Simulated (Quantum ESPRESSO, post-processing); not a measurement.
# Tuning the work function of Al(100), part 2 of 2

Wanted: work-function changes of Al(100) along a row of adsorbates.

Quantum ESPRESSO 7.5; plane-wave DFT, PBE, GBRV ultrasoft pseudopotentials.

So far. Step 9 (Self-consistent run, O overlayer): Inside the slab this potential holds the local part of the pseudopotentials, which can be repulsive at the nuclei; only its value in the vacuum has a meaning of its own. Step 10 (Projected density of states, O overlayer): The atomic orbitals miss 1.3 % of the occupied states; for empty states the projections can miss much more.

### Step 11. Relaxing the ions, Cl overlayer

System of this step: Al(100), 5 layers, one monolayer of Cl on hollow sites. The cell holds 6 atoms: 5 Al and 1 Cl. Its edges and angles: a = 2.864 Å, b = 2.864 Å, c = 27.100 Å, α = 90.0°, β = 90.0°, γ = 90.0°. It derives from Al. Vacuum lies along c.

File Cl.relax.in:

```
&control
  prefix = 'Cl.relax'
  outdir = './out'
  pseudo_dir = './pseudo'
  nstep = 40
  forc_conv_thr = 0.001
  calculation = 'relax'
/
&system
  ibrav = 0
  nat = 6
  ntyp = 2
  ecutwfc = 40
  ecutrho = 200
  occupations = 'smearing'
  smearing = 'mv'
  degauss = 0.02
/
&electrons
  conv_thr = 1e-07
  mixing_beta = 0.4
  electron_maxstep = 120
  mixing_mode = 'local-TF'
/
&ions
/
ATOMIC_SPECIES
  Al  26.9815  al_pbe_v1.uspp.F.UPF
  Cl  35.4500  cl_pbe_v1.4.uspp.F.UPF
CELL_PARAMETERS angstrom
  2.86378246380552 0.00000000000000 0.00000000000000
  0.00000000000000 2.86378246380552 0.00000000000000
  0.00000000000000 0.00000000000000 27.10000000000000
ATOMIC_POSITIONS crystal
  Al  0.000000000000 0.000000000000 0.306273062731 0 0 0
  Al  0.500000000000 0.500000000000 0.380996309963 0 0 0
  Al  0.000000000000 0.000000000000 0.455719557196 0 0 0
  Al  0.500000000000 0.500000000000 0.530442804428
  Al  0.000000000000 0.000000000000 0.605166051661
  Cl  0.500000000000 0.500000000000 0.639629396203
K_POINTS automatic
  8 8 1 0 0 0
```

Launch:

```bash
OMP_NUM_THREADS=1 mpirun -n 2 pw.x -nk 2 -in Cl.relax.in > Cl.relax.out
```

It took 4.8 min on 2 MPI ranks of Intel Xeon Platinum 8375C at 2.90GHz (Ice Lake), shared host; peak memory 0.46 GiB; 9.6 min of CPU time.

Step by step:

| step | energy less that of the first step (eV) | largest force (eV/Å) |
| --- | --- | --- |
| 1 | 0.0000 | 5.1999 |
| 2 | -0.8894 | 3.9976 |
| 3 | -1.4864 | 1.9589 |
| 4 | -1.6878 | 0.6763 |
| 5 | -1.7168 | 0.4263 |
| 6 | -1.7289 | 0.4176 |
| 7 | -1.7370 | 0.3564 |
| 8 | -1.7423 | 0.1820 |
| 9 | -1.7440 | 0.1731 |
| 10 | -1.7459 | 0.1906 |
| 11 | -1.7484 | 0.1860 |
| 12 | -1.7523 | 0.1733 |
| 13 | -1.7569 | 0.1456 |
| 14 | -1.7592 | 0.0898 |
| 15 | -1.7597 | 0.0327 |
| 16 | -1.7597 | 0.0021 |

The atoms that moved most (Å):

| atom | dx | dy | dz | length |
| --- | --- | --- | --- | --- |
| Cl6 | 0.000 | 0.000 | 0.558 | 0.558 |
| Al5 | 0.000 | 0.000 | -0.154 | 0.154 |
| Al4 | 0.000 | 0.000 | -0.050 | 0.050 |

The relaxed structure:

```xyz
6
Lattice="2.8638 0.0000 0.0000 0.0000 2.8638 0.0000 0.0000 0.0000 27.1000" Properties=species:S:1:pos:R:3
Al    0.0000    0.0000    8.3000
Al    1.4319    1.4319   10.3250
Al    0.0000    0.0000   12.3500
Al    1.4319    1.4319   14.3253
Al    0.0000    0.0000   16.2458
Cl    1.4319    1.4319   17.8923
```

The relaxation lowers the energy by 293 meV an atom. On the free atoms the largest force ends at 0.002 eV/Å.

Numbers from this step:

* free energy: -909.2822 eV
* Fermi energy: 1.264 eV

### Step 12. Self-consistent run, Cl overlayer

File Cl.esm.in:

```
&control
  prefix = 'Cl.esm'
  outdir = './out'
  pseudo_dir = './pseudo'
  calculation = 'scf'
  tprnfor = .true.
/
&system
  ibrav = 0
  nat = 6
  ntyp = 2
  ecutwfc = 40
  ecutrho = 200
  occupations = 'smearing'
  smearing = 'mv'
  degauss = 0.02
  assume_isolated = 'esm'
  esm_bc = 'bc1'
/
&electrons
  conv_thr = 1e-07
  mixing_beta = 0.4
  electron_maxstep = 120
  mixing_mode = 'local-TF'
/
ATOMIC_SPECIES
  Al  26.9815  al_pbe_v1.uspp.F.UPF
  Cl  35.4500  cl_pbe_v1.4.uspp.F.UPF
CELL_PARAMETERS angstrom
  2.86378246380552 0.00000000000000 0.00000000000000
  0.00000000000000 2.86378246380552 0.00000000000000
  0.00000000000000 0.00000000000000 27.10000000000000
ATOMIC_POSITIONS crystal
  Al  0.000000000000 0.000000000000 -0.176979020450
  Al  0.500000000000 0.500000000000 -0.102255773150
  Al  0.000000000000 0.000000000000 -0.027532525950
  Al  0.500000000000 0.500000000000 0.045358577950
  Al  0.000000000000 0.000000000000 0.116224110650
  Cl  0.500000000000 0.500000000000 0.176979020450
K_POINTS automatic
  8 8 1 0 0 0
```

Launch:

```bash
OMP_NUM_THREADS=1 mpirun -n 2 pw.x -nk 2 -in Cl.esm.in > Cl.esm.out
```

Wall time 66 s (2 MPI ranks); peak memory 0.45 GiB; 2.2 min of CPU time.

Numbers from this step:

```
free energy                                                    : -909.2821 eV
Fermi energy                                                   : -4.318 eV
vacuum line at the lower end of the cell, over the Fermi level : 4.220 eV
vacuum line at the upper end of the cell, over the Fermi level : 4.417 eV
```

The potential energy, planar mean oscillates, so the rows of the table below give means over windows of 1.98 Å about each position, cut where the curve ends. Its maxima inside the range that stand out by 2 % of the span (Å: eV): -3.8: -2.06, -1.8: -2.04, 0.2: -2.35, 2.1: -2.72, 4.1: -4.86. Its minima: -4.7: -11.8, -2.8: -12.0, -0.8: -11.9, 1.2: -12.2, 3.2: -12.8, 4.7: -18.1.

Electrostatic potential energy of an electron; zero at the Fermi level. Table of potential energy, planar mean by z; means over each step:

z (Å), potential energy, planar mean (eV) and a bar from the least value:
```
   -12.56        4.2 ##############################
   -10.58        4.2 ##############################
    -8.60        4.2 ##############################
    -6.62        3.1 ###########################
    -4.64       -6.6 ####
    -2.66       -6.9 ###
    -0.68       -6.9 ###
     1.30       -7.1 ##
     3.28       -8.1 
     5.26       -6.3 ####
     7.24        4.4 ##############################
     9.22        4.4 ##############################
    11.20        4.4 ##############################
    13.18        4.4 ##############################
```

The covered face stands at 4.42 eV against 4.20 eV when clean.

Inside the slab this potential holds the local part of the pseudopotentials, which can be repulsive at the nuclei; only its value in the vacuum has a meaning of its own.

### Step 13. Projections on atomic orbitals, Cl overlayer

File Cl.pdos.in:

```
&projwfc
  prefix = 'Cl.esm'
  outdir = './out'
  filpdos = 'Cl.pdos'
  Emin = -12.318
  Emax = -0.318
  DeltaE = 0.1
  ngauss = 0
  degauss = 0.01
/
```

Launch:

```bash
OMP_NUM_THREADS=1 mpirun -n 2 projwfc.x -in Cl.pdos.in > Cl.pdos.out
```

Wall time 1.7 s (2 MPI ranks); peak memory 0.15 GiB; 3 s of CPU time.

This step gave:

```
spilling of the projection : 0.0134
```

Projected DOS an atom over height of the atomic layer and energy from the Fermi level. Columns are the atomic layers from the bottom up.

Ten even steps from '_' (0.06 states/eV) to '@' (1.24 states/eV), each cell a mean:
```
--..::::--__
--::::::--__
==::::::::__
::--..::--__
==..::....__
::::==--..__
==::::::::__
==..::....::
::::..::..==
--::::::__**
--==--==::##
..__..____++
::--==--..**
....__..__==
::....::__@@
..::....__++
..........##
..::::::::**
........::##
__........++
....____..--
__......::==
```
Columns: height of the atomic layer (Å) from -4.80 to 4.80 (not evenly spaced); rows upwards: energy from the Fermi level (eV) from -8.00 to 1.40.

The atomic orbitals miss 1.3 % of the occupied states; for empty states the projections can miss much more.

### Step 14. The series side by side

Against the clean face, with Pauling's electronegativity for orientation:

| overlayer | electronegativity | height over the top plane (Å) | change of work function (eV) |
| --- | --- | --- | --- |
| H | 2.2 | 0.72 | -0.29 |
| O | 3.44 | 0.58 | -0.35 |
| Cl | 3.16 | 1.65 | +0.22 |

All levels:

| level | covered face (eV) | bare face (eV) | CPU time (s) |
| --- | --- | --- | --- |
| clean | 4.198 | 4.198 | 50.25 |
| H | 3.91 | 4.248 | 73.56 |
| O | 3.843 | 4.299 | 142.5 |
| Cl | 4.417 | 4.22 | 130.8 |

### Step 15. The arithmetic

Under O the faces differ by -0.46 eV. By the Helmholtz relation p = −Δφ A/180.95 = +0.0206 e Å a cell, or +0.10 D.

### Step 16. Summary of results

- work function of the clean face: 4.20 eV
- change under H: -0.29 eV
- change under O: -0.35 eV
- change under Cl: +0.22 eV

**Reading.** On a clean face of 4.20 eV the changes run from -0.35 eV (O) to +0.22 eV (Cl) (PBE, GBRV ultrasoft). Electronegativity alone doesn't order the changes: height, charge transfer and the push-back of the metal's own spill-out all enter the dipole. Of 4 overlayers planned, 3 are shown; the others were not run or did not converge. O lowers the work function although electronegative. The bare face moves by 0.10 eV over the row; it should not move at all, so the changes above are uncertain by about as much. Full 1×1 monolayers on one site are model structures; at this coverage neighbours depolarise each other, and real layers may take other sites or reconstruct. The upper layers were relaxed under PBE at the tabulated lattice constant.

Calculation against experiment:

```
                             quantity  measured  PBE, GBRV ultrasoft, clean
work function (clean (100) face) (eV)      4.32             4.20 (-0.12 eV)
```

Measured values from arxiv:1702.08515 (2017).

**Verdict.** The work function is off by -0.12 eV: good agreement. The grades are ours: good and fair within 3 and 7 % for the work function. Other measurements of the same face can differ from the value quoted by 0.1 to 0.2 eV.

[Logs are printed without paths, hosts, clocks, repeated set-up lines and the standing remarks that a program may print on its own settings, such as how far it seeks lower states.]

[Hosts, paths, dates, database ids (printed as entryN), source tags and the programs' standing remarks are cut or masked in the printed files.]

[Maps of the electrostatic potential energy from Ansatz leave out the sawtooth potential of an applied field or a dipole correction, so their vacuum need not be flat; planar profiles and work functions include it.]
